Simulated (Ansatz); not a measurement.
# BN (F-43m): phonons against volume

Which modes of BN drive its thermal expansion? The starting cell is a computed one from a database.

Main program and level: Ansatz 0.2.0; DFT LDA, scalar-relativistic, plane waves, PAW; PAW set soft_1.

Report form: the programs' logs are mostly left out.

### 1. The starting structure

The structure is cubic, space group F-43m (No. 216). The conventional cell has a = 3.626 Å, b = 3.626 Å, c = 3.626 Å, α = 90.00°, β = 90.00°, γ = 90.00°. Nearest to B lie 4 N at 1.57 Å. N has 4 B at 1.57 Å nearest. Farther neighbours and most contacts between anions are not listed.

Coordinates:

```
B N
1.0
     0.00000    1.81300    1.81300
     1.81300    0.00000    1.81300
     1.81300    1.81300    0.00000
B N
1 1
Direct
  0.00000 0.00000 0.00000
  0.75000 0.75000 0.75000
```

### 2. A first coarse run

A cheap single point shows whether the cell is a metal or an insulator and how far it is from rest; that sets the k-mesh and the occupations of what follows.

File input.yaml:

```yaml
crystal:
  lattice:
    - [0.0, 1.813001, 1.813001]
    - [1.813001, 0.0, 1.813001]
    - [1.813001, 1.813001, 0.0]
  atoms:
    - { symbol: B, position: [0.0, 0.0, 0.0] }
    - { symbol: "N", position: [0.75, 0.75, 0.75] }
kpoints:
  mp_grid: { grid: [8, 8, 8] }
hamiltonian:
  xc: lda
  pseudopotentials: { kind: paw, azcp: { folder: soft_1 }, xc_functional: pbe }
scf:
  occupations: { method: gaussian, width: 0.1 }
  lower_state_search: "off"
output:
  forces: true
  stress: true
  eigenvalues: true
```

Command:

```bash
ansatz run input.yaml --threads 8 --pin off --max-ram 16384MiB --backend cpu --events-out ev --progress --plain --runs-dir out
```

Run time: 0.91 s. Hardware: 8 threads of Arm Neoverse N1, shared host; peak memory 0.23 GiB; 1.7 s of CPU time.

A gap read on the k-mesh alone can miss the band edges.

This step gave:

```
pressure          : -14.39 GPa
gap on the k-mesh : 4.345 eV
volume per atom   : 5.959 Å³/atom
```

The start is under -14 GPa at this level and looks like an insulator or semiconductor on this mesh.

### 3. A loose first relaxation

The start is far from rest, so a relaxation with loose thresholds first brings it near the minimum.

Changes to input.yaml since step 2:

```diff
@@ -9,3 +9,3 @@
 kpoints:
-  mp_grid: { grid: [8, 8, 8] }
+  mp_grid: { grid: [10, 10, 10] }
 hamiltonian:
@@ -20 +20,6 @@
   eigenvalues: true
+relax:
+  adjacent_minimum: "off"
+  f_tol: 0.05
+  max_steps: 80
+  cell: { stress_tol: 0.5 }
```

Run time: 1.8 s. Hardware: 8 threads; peak memory 0.26 GiB; 6.4 s of CPU time.

The steps of the relaxation:

```tsv
step	energy less that of the first step (eV)	largest force component (eV/Å)	pressure (GPa)	volume (Å³)
1	0.0000	0.0000	-14.38	11.92
2	-0.0182	0.0000	-6.15	11.66
3	-0.0226	0.0000	0.30	11.47
4*	-0.0208	0.0000	-0.03	11.47
```

Relaxation steps marked * repeat the geometry before them on a plane-wave basis chosen anew for their cell, so energy and pressure can jump there.

Forces are held to the 24 operations that the run works with; a distortion that breaks them can't arise in this run.

```tsv
conventional cell, symmetrised	before	after	change
a (Å)	3.626	3.580	-1.3 %
b (Å)	3.626	3.580	-1.3 %
c (Å)	3.626	3.580	-1.3 %
volume (Å³/atom)	5.96	5.73	-3.8 %
```

The relaxed structure:

```cif
data_structure
_symmetry_space_group_name_H-M 'P 1'
_symmetry_Int_Tables_number 1
_cell_length_a 2.5314
_cell_length_b 2.5314
_cell_length_c 2.5314
_cell_angle_alpha 60.000
_cell_angle_beta 60.000
_cell_angle_gamma 60.000
_cell_volume 11.47
loop_
_atom_site_label
_atom_site_type_symbol
_atom_site_fract_x
_atom_site_fract_y
_atom_site_fract_z
_atom_site_occupancy
B1 B 0.00000 0.00000 0.00000 1
N2 N 0.75000 0.75000 0.75000 1
```

This step gave:

- pressure: -0.02512 GPa
- gap on the k-mesh: 4.389 eV
- volume per atom: 5.735 Å³/atom

The relaxation ends with a pressure of -0.03 GPa.

### 4. Relaxation

The vibrations must be taken about the equilibrium of this functional, not about the starting cell, so the structure is relaxed.

File input.yaml:

```yaml
crystal:
  lattice:
    - [0.0, 1.7899407159, 1.7899407159]
    - [1.7899407159, 0.0, 1.7899407159]
    - [1.7899407159, 1.7899407159, 0.0]
  atoms:
    - { symbol: B, position: [0.0, 0.0, 0.0] }
    - { symbol: "N", position: [0.75, 0.75, 0.75] }
kpoints:
  mp_grid: { grid: [12, 12, 12] }
hamiltonian:
  xc: lda
  pseudopotentials: { kind: paw, azcp: { folder: soft_1 }, xc_functional: pbe }
scf:
  occupations: { method: gaussian, width: 0.02 }
  lower_state_search: "off"
output:
  forces: true
  stress: true
  eigenvalues: true
  write_density: true
  write_potential: true
  elf: true
  volumetric_format: npy
relax:
  adjacent_minimum: "off"
  f_tol: 0.005
  max_steps: 80
  cell: { stress_tol: 0.05 }
```

Wall time 1.4 s (8 threads); peak memory 0.27 GiB; 4.7 s of CPU time.

Little changed from the start: no atom moved by 0.005 Å and no cell edge by 0.1 %.

Numbers from this step:

```yaml
pressure: -0.01829 GPa
```

Electrostatic potential energy in the ac plane of a cell with a along [110], b along [-110] and c along [001] of the cube at fractional y = 0.000, with atoms of B and N within 0.2 Å of it. With pseudopotentials it is smooth inside the atoms' cores, unlike the true potential.

Values in eV, 9 rows by 14 columns, each cell a mean:
```
-29 -15   7  12  10  -3 -26 -29 -15   7  12  10  -3 -26
 -4   5  11  13  12   8   0  -4   5  11  13  12   8   0
 12  13  13  13  13  13  12  12  13  13  13  13  13  12
 14  14  13  13  13  14  14  14  14  13  13  13  14  14
 14  14  10   6   8  13  14  14  14  10   6   8  13  14
 14  10  -9 -27 -20   3  13  14  10  -9 -27 -20   3  13
  9   4 -25 -42 -37  -7   8   9   4 -25 -42 -37  -7   8
-17  -6 -14 -29 -23  -5 -12 -17  -6 -14 -29 -23  -5 -12
-30 -20   2   3   4  -7 -29 -30 -20   2   3   4  -7 -29
```
Columns run along a (5.1 Å; values clipped at the 3rd and 97th percentile), rows up along c (3.6 Å), edges of the conventional cell, whose origin can differ from the input's. Atoms in or near the plane, at fractional coordinates: B at (0.50, 0.00), B at (0.00, 0.00), N at (0.75, 0.25), N at (0.25, 0.25).

Valence density in the ac plane of a cell with a along [110], b along [-110] and c along [001] of the cube at fractional y = 0.000, with atoms of B and N within 0.2 Å of it. It is the smooth field of the valence electrons, not physical close to the nuclei.

Values in e/Å³, 9 rows by 14 columns, each cell a mean:
```
0.6 0.5 0.4 0.3 0.3 0.5 0.6 0.6 0.5 0.4 0.3 0.3 0.5 0.6
0.6 0.4 0.2 0.1 0.1 0.3 0.5 0.6 0.4 0.2 0.1 0.1 0.3 0.5
0.3 0.2 0.1 0.1 0.1 0.2 0.3 0.3 0.2 0.1 0.1 0.1 0.2 0.3
0.1 0.1 0.2 0.2 0.2 0.2 0.1 0.1 0.1 0.2 0.2 0.2 0.2 0.1
0.1 0.2 0.5 0.8 0.7 0.3 0.1 0.1 0.2 0.5 0.8 0.7 0.3 0.1
0.2 0.5 1.5 2.6 2.2 0.9 0.3 0.2 0.5 1.5 2.6 2.2 0.9 0.3
0.4 1.0 2.6 3.5 3.3 1.6 0.6 0.4 1.0 2.6 3.5 3.3 1.6 0.6
0.7 1.2 2.1 2.9 2.6 1.5 0.9 0.7 1.2 2.1 2.9 2.6 1.5 0.9
0.5 0.9 1.0 1.0 1.0 0.9 0.7 0.5 0.9 1.0 1.0 1.0 0.9 0.7
```
Columns run along a (5.1 Å), rows up along c (3.6 Å), edges of the conventional cell, whose origin can differ from the input's. Atoms in or near the plane, at fractional coordinates: B at (0.50, 0.00), B at (0.00, 0.00), N at (0.75, 0.25), N at (0.25, 0.25).

ELF in the ac plane of a cell with a along [110], b along [-110] and c along [001] of the cube at fractional y = 0.000, with atoms of B and N within 0.2 Å of it. It is the smooth field of the valence electrons, not physical close to the nuclei.

Values, 9 rows by 14 columns, each cell a mean:
```
0.13 0.23 0.31 0.26 0.28 0.29 0.16 0.13 0.23 0.31 0.26 0.28 0.29 0.16
0.36 0.27 0.13 0.05 0.08 0.20 0.33 0.36 0.27 0.13 0.05 0.08 0.20 0.33
0.20 0.13 0.06 0.04 0.05 0.10 0.18 0.20 0.13 0.06 0.04 0.05 0.10 0.18
0.05 0.06 0.12 0.21 0.17 0.08 0.05 0.05 0.06 0.12 0.21 0.17 0.08 0.05
0.03 0.16 0.46 0.64 0.58 0.30 0.07 0.03 0.16 0.46 0.64 0.58 0.30 0.07
0.12 0.44 0.66 0.59 0.64 0.59 0.24 0.12 0.44 0.66 0.59 0.64 0.59 0.24
0.35 0.71 0.65 0.21 0.43 0.76 0.51 0.35 0.71 0.65 0.21 0.43 0.76 0.51
0.37 0.82 0.84 0.59 0.72 0.88 0.59 0.37 0.82 0.84 0.59 0.72 0.88 0.59
0.07 0.51 0.76 0.71 0.74 0.70 0.23 0.07 0.51 0.76 0.71 0.74 0.70 0.23
```
Columns run along a (5.1 Å), rows up along c (3.6 Å), edges of the conventional cell, whose origin can differ from the input's. Atoms in or near the plane, at fractional coordinates: B at (0.50, 0.00), B at (0.00, 0.00), N at (0.75, 0.25), N at (0.25, 0.25).

### 5. Relaxing to small residual forces and stress

The thresholds are tightened for a last relaxation ahead of the phonons, and where mesh or smearing change with them the cell follows.

input.yaml, the sections that differ from step 4:

```yaml
scf:
  occupations: { method: fixed }
  lower_state_search: "off"
output:
  forces: true
  stress: true
  eigenvalues: true
relax:
  adjacent_minimum: "off"
  f_tol: 0.001
  max_steps: 60
  cell: { stress_tol: 0.01 }
# crystal, kpoints, hamiltonian: as in step 4
```

Wall time 1 s (8 threads); peak memory 0.26 GiB.

Little changed from the start: no atom moved by 0.005 Å and no cell edge by 0.1 %.

Numbers from this step:

| Item | Value |
| --- | --- |
| pressure | -0.007873 GPa |

The residual pressure is -0.0079 GPa, small enough for phonons.

### 6. Phonons, V/V0 1

The same q-mesh and k-mesh are kept at every volume, so that much of their error can cancel in the differences.

input.yaml, the sections that differ from step 5:

```yaml
crystal:
  lattice:
    - [0.0, 1.7899253114, 1.7899253114]
    - [1.7899253114, 0.0, 1.7899253114]
    - [1.7899253114, 1.7899253114, 0.0]
  atoms:
    - { symbol: B, position: [0.0, 0.0, 0.0] }
    - { symbol: "N", position: [0.75, 0.75, 0.75] }
output:
  eigenvalues: true
phonons:
  method: dfpt
  dielectric: true
  rigid_motions: translations
  qmesh: [4, 4, 4]
  temperatures: { t_max: 1000, t_step: 50 }
  qpath:
    path:
      - [[0.0, 0.0, 0.0], [-0.5, -0.5, 0.0], [-0.375, -0.375, 0.25]]
      - [[-0.375, 0.0, 0.375], [0.0, 0.0, 0.0], [0.0, 0.0, 0.5], [-0.5, -0.25, 0.25], [-0.5, -0.5, 0.0]]
    npoints: 10
# kpoints, hamiltonian, scf: as in step 5
# relax: removed
```

It took 28 s on 8 threads; peak memory 0.7 GiB.

This step gave:

| Item | Value |
| --- | --- |
| Γ frequencies | 0, 0, 0, 1067, 1067, 1067 cm⁻¹ (negative: imaginary) |
| lowest frequency on the path | 0 cm⁻¹ |
| zero-point energy | 0.3213 eV/cell |
| point group | -43m |
| highest frequency | 1296 cm⁻¹ |
| Debye temperature from the second moment | 1665 K |

LO-TO term included. The phonon branches at the labelled points (cm⁻¹):

```tsv
point	branch 1	branch 2	branch 3	branch 4	branch 5	branch 6
Γ	0	0	0	1067	1067	1296
halfway	478	478	657	1016	1016	1272
X	705	705	930	930	1025	1166
halfway	696	758	922	933	1022	1138
U	667	873	893	943	987	1098
jump to K	667	873	893	943	987	1098
halfway	424	543	676	1016	1046	1225
Γ	0	0	0	1067	1067	1296
halfway	355	355	638	1036	1036	1260
L	488	488	986	1009	1009	1148
halfway	602	698	957	973	1024	1088
W	793	816	887	990	994	1024
halfway	741	754	916	936	1024	1109
X	705	705	930	930	1025	1166
```

The phonon density of states has structure finer than the step of the table below, so its rows give means over 50 cm⁻¹, whole bins alone (the curve runs from 5 to 1295 cm⁻¹). Peaks (cm⁻¹: height): 1025.0: 0.0306, 1095.0: 0.00759.

Tetrahedra on 32 32 32, mean over bins of 10 cm⁻¹. The phonon density of states by wavenumber; means over each step:

```tsv
wavenumber (cm⁻¹)	phonon density of states (1/cm⁻¹/cell)
50	1.8e-5
100	8.3e-5
150	1.9e-4
200	3.4e-4
250	5.6e-4
300	8.5e-4
350	0.00126
400	0.00183
450	0.00281
500	0.00475
550	0.00536
600	0.00577
650	0.00624
700	0.00629
750	0.00476
800	0.00444
850	0.00401
900	0.00717
950	0.0119
1000	0.0209
1050	0.0116
1100	0.00556
1150	0.00500
1200	0.00396
1250	0.00340
```

Harmonic. Thermo, by row:

```tsv
T (K)	F_vib (meV/atom)	S (J/mol-atom/K)	C_V (J/mol-atom/K)
0	160.7	0	0
50	160.7	0.012	0.039
100	160.6	0.117	0.395
150	160.5	0.454	1.473
200	160.1	1.11	3.279
250	159.3	2.078	5.525
300	157.9	3.294	7.877
350	155.8	4.678	10.1
400	153	6.159	12.08
450	149.4	7.684	13.8
500	145.1	9.215	15.25
550	139.9	10.73	16.48
600	134	12.21	17.52
650	127.3	13.65	18.39
700	119.8	15.04	19.13
750	111.7	16.38	19.76
800	102.9	17.67	20.3
850	93.38	18.92	20.76
900	83.26	20.11	21.16
950	72.54	21.27	21.51
1000	61.23	22.38	21.81
```

Phonopy on the run's constants, 21x21x21 mesh, Gaussian sigma 9.7 cm⁻¹. Modes against wavenumber; read off at these points; values in 1/cm⁻¹/cell:

```tsv
wavenumber (cm⁻¹)	B	N
0.0	8.2e-6	1.0e-5
50.0	4.7e-7	4.7e-7
100.0	3.0e-5	4.0e-5
150.0	1.3e-4	1.7e-4
200.0	1.5e-4	1.9e-4
250.0	2.3e-4	3.0e-4
300.0	3.9e-4	5.0e-4
350.0	6.5e-4	8.4e-4
400.0	7.8e-4	0.00101
450.0	0.00106	0.00136
500.0	0.00227	0.00293
550.0	0.00229	0.00293
600.0	0.00243	0.00307
650.0	0.00267	0.00333
700.0	0.00291	0.00354
750.0	0.00206	0.00261
800.0	0.00180	0.00259
850.0	0.00161	0.00244
900.0	0.00245	0.00589
950.0	0.00625	0.00610
1000.0	0.0113	0.00925
1020.6	0.0149	0.0117
1050.0	0.00573	0.00443
1100.0	0.00389	0.00218
1150.0	0.00348	0.00152
1200.0	0.00254	0.00147
1250.0	0.00206	0.00137
1300.0	3.8e-4	2.8e-4
```

Born charge (rows field, columns displacement) (e), principal values of the symmetric part by kind of site:

```tsv
atom	atoms with these values	low	middle	high	mean
B1	1	1.88	1.88	1.88	1.88
N2	1	-1.88	-1.88	-1.88	-1.88
```

In full for B1:

```
1.88 0.00 0.00
0.00 1.88 0.00
0.00 0.00 1.88
```

ε∞:

```
4.57 0.00 0.00
0.00 4.57 0.00
0.00 0.00 4.57
```

No LO-TO term. Modes at Γ, with each element's share of the kinetic energy:

```tsv
mode	frequency (cm⁻¹)	symmetry	B %	N %
1	0.0	T2	44	56
2	0.0	T2	44	56
3	0.0	T2	44	56
4	1066.7	T2	56	44
5	1066.7	T2	56	44
6	1066.7	T2	56	44
```

Displacements in mode 5 (1066.7 cm⁻¹), the largest set to 1:
```
B1   0.61  1.00  0.48
N2  -0.47 -0.77 -0.37
```

No mode is imaginary beyond numerical noise at the solved wavevectors.

### 7. A cell at another volume, V/V0 1.015

Symmetry fixes every atom, so a single point at the scaled cell gives the energy and pressure of this member.

input.yaml, the sections that differ from step 6:

```yaml
crystal:
  lattice:
    - [0.0, 1.7988305591, 1.7988305591]
    - [1.7988305591, 0.0, 1.7988305591]
    - [1.7988305591, 1.7988305591, 0.0]
  atoms:
    - { symbol: B, position: [0.0, 0.0, 0.0] }
    - { symbol: "N", position: [0.75, 0.75, 0.75] }
output:
  forces: true
  stress: true
  eigenvalues: true
# kpoints, hamiltonian, scf: as in step 6
# phonons: removed
```

Run time: 0.41 s. Hardware: 8 threads; peak memory 0.25 GiB; 1.8 s of CPU time.

This step gave:

```
pressure          : -5.825 GPa
gap on the k-mesh : 4.373 eV
volume per atom   : 5.821 Å³/atom
```

At this level the gap is 4.37 eV on the k-mesh of the self-consistent run, which can miss the band edges.

### 8. Phonons, V/V0 1.015

Phonons at this volume give one point of F(V, T); meshes stay fixed along the series.

input.yaml, the sections that differ from step 7:

```yaml
output:
  eigenvalues: true
phonons:
  method: dfpt
  dielectric: true
  rigid_motions: translations
  qmesh: [4, 4, 4]
  temperatures: { t_max: 1000, t_step: 50 }
  qpath:
    path:
      - [[0.0, 0.0, 0.0], [-0.5, -0.5, 0.0], [-0.375, -0.375, 0.25]]
      - [[-0.375, 0.0, 0.375], [0.0, 0.0, 0.0], [0.0, 0.0, 0.5], [-0.5, -0.25, 0.25], [-0.5, -0.5, 0.0]]
    npoints: 10
# crystal, kpoints, hamiltonian, scf: as in step 7
```

The job ended after 28 s (8 threads; peak memory 0.71 GiB).

No mode is imaginary beyond numerical noise at the solved wavevectors. The highest zone-centre mode (no LO–TO term) moved by -1.8 % for a volume change of +1.5 %.

### 9. A cell at another volume, V/V0 0.985

input.yaml, the sections that differ from step 8:

```yaml
crystal:
  lattice:
    - [0.0, 1.7809305601, 1.7809305601]
    - [1.7809305601, 0.0, 1.7809305601]
    - [1.7809305601, 1.7809305601, 0.0]
  atoms:
    - { symbol: B, position: [0.0, 0.0, 0.0] }
    - { symbol: "N", position: [0.75, 0.75, 0.75] }
output:
  forces: true
  stress: true
  eigenvalues: true
  write_density: true
  write_potential: true
  elf: true
  volumetric_format: npy
# kpoints, hamiltonian, scf: as in step 8
# phonons: removed
```

Run time: 0.53 s. Hardware: 8 threads; peak memory 0.26 GiB.

The run ends at a pressure of 6.23 GPa.

### 10. Phonons, V/V0 0.985

input.yaml, the sections that differ from step 9:

```yaml
output:
  eigenvalues: true
phonons:
  method: dfpt
  dielectric: true
  rigid_motions: translations
  qmesh: [4, 4, 4]
  temperatures: { t_max: 1000, t_step: 50 }
  qpath:
    path:
      - [[0.0, 0.0, 0.0], [-0.5, -0.5, 0.0], [-0.375, -0.375, 0.25]]
      - [[-0.375, 0.0, 0.375], [0.0, 0.0, 0.0], [0.0, 0.0, 0.5], [-0.5, -0.25, 0.25], [-0.5, -0.5, 0.0]]
    npoints: 10
# crystal, kpoints, hamiltonian, scf: as in step 9
```

It took 28 s on 8 threads; peak memory 0.69 GiB; 3.1 min of CPU time.

LO-TO term included. The phonon branches at the labelled points (cm⁻¹):

```tsv
point	branch 1	branch 2	branch 3	branch 4	branch 5	branch 6
Γ	0	0	0	1087	1087	1315
halfway	484	484	666	1036	1036	1290
X	707	707	955	955	1040	1181
halfway	698	762	944	958	1040	1154
U	669	880	911	967	1005	1116
jump to K	669	880	911	967	1005	1116
halfway	426	550	687	1038	1067	1242
Γ	0	0	0	1087	1087	1315
halfway	357	357	650	1057	1057	1277
L	489	489	1007	1031	1031	1160
halfway	606	705	974	995	1045	1102
W	800	822	902	1004	1016	1046
halfway	746	758	936	960	1043	1124
X	707	707	955	955	1040	1181
```

No mode is imaginary beyond numerical noise at the solved wavevectors. The highest zone-centre mode (no LO–TO term) moved by +1.9 % for a volume change of -1.5 %.

### 11. A cell at another volume, V/V0 1.03

input.yaml, the sections that differ from step 10:

```yaml
crystal:
  lattice:
    - [0.0, 1.8076484968, 1.8076484968]
    - [1.8076484968, 0.0, 1.8076484968]
    - [1.8076484968, 1.8076484968, 0.0]
  atoms:
    - { symbol: B, position: [0.0, 0.0, 0.0] }
    - { symbol: "N", position: [0.75, 0.75, 0.75] }
output:
  forces: true
  stress: true
  eigenvalues: true
# kpoints, hamiltonian, scf: as in step 10
# phonons: removed
```

Wall time 0.43 s (8 threads); peak memory 0.25 GiB.

The run ends at a pressure of -11.25 GPa.

### 12. Phonons, V/V0 1.03

input.yaml, the sections that differ from step 11:

```yaml
output:
  eigenvalues: true
phonons:
  method: dfpt
  dielectric: true
  rigid_motions: translations
  qmesh: [4, 4, 4]
  temperatures: { t_max: 1000, t_step: 50 }
  qpath:
    path:
      - [[0.0, 0.0, 0.0], [-0.5, -0.5, 0.0], [-0.375, -0.375, 0.25]]
      - [[-0.375, 0.0, 0.375], [0.0, 0.0, 0.0], [0.0, 0.0, 0.5], [-0.5, -0.25, 0.25], [-0.5, -0.5, 0.0]]
    npoints: 10
# crystal, kpoints, hamiltonian, scf: as in step 11
```

The job ended after 28 s (8 threads; peak memory 0.71 GiB; 3.2 min of CPU time).

No mode is imaginary beyond numerical noise at the solved wavevectors. The highest zone-centre mode (no LO–TO term) moved by -3.6 % for a volume change of +3.0 %.

### 13. Single point at a scaled cell, V/V0 0.97

input.yaml, the sections that differ from step 12:

```yaml
crystal:
  lattice:
    - [0.0, 1.7718440216, 1.7718440216]
    - [1.7718440216, 0.0, 1.7718440216]
    - [1.7718440216, 1.7718440216, 0.0]
  atoms:
    - { symbol: B, position: [0.0, 0.0, 0.0] }
    - { symbol: "N", position: [0.75, 0.75, 0.75] }
output:
  forces: true
  stress: true
  eigenvalues: true
# kpoints, hamiltonian, scf: as in step 12
# phonons: removed
```

Wall time 0.42 s (8 threads); peak memory 0.24 GiB; 1.8 s of CPU time.

The run ends at a pressure of 12.91 GPa.

### 14. Phonons, V/V0 0.97

input.yaml, the sections that differ from step 13:

```yaml
output:
  eigenvalues: true
phonons:
  method: dfpt
  dielectric: true
  rigid_motions: translations
  qmesh: [4, 4, 4]
  temperatures: { t_max: 1000, t_step: 50 }
  qpath:
    path:
      - [[0.0, 0.0, 0.0], [-0.5, -0.5, 0.0], [-0.375, -0.375, 0.25]]
      - [[-0.375, 0.0, 0.375], [0.0, 0.0, 0.0], [0.0, 0.0, 0.5], [-0.5, -0.25, 0.25], [-0.5, -0.5, 0.0]]
    npoints: 10
# crystal, kpoints, hamiltonian, scf: as in step 13
```

It took 28 s on 8 threads; peak memory 0.68 GiB.

No mode is imaginary beyond numerical noise at the solved wavevectors. The highest zone-centre mode (no LO–TO term) moved by +3.8 % for a volume change of -3.0 %.

(Part 1 of 2 ends here.)

[Logs are printed without paths, hosts, clocks, repeated set-up lines and the standing remarks that a program may print on its own settings, such as how far it seeks lower states.]

[Hosts, paths, dates, database ids (printed as entryN), source tags and the programs' standing remarks are cut or masked in the printed files.]

[A step with changed settings may run another functional than the one named; its input shows which.]

[Of the runs on displaced cells, only some may be shown.]
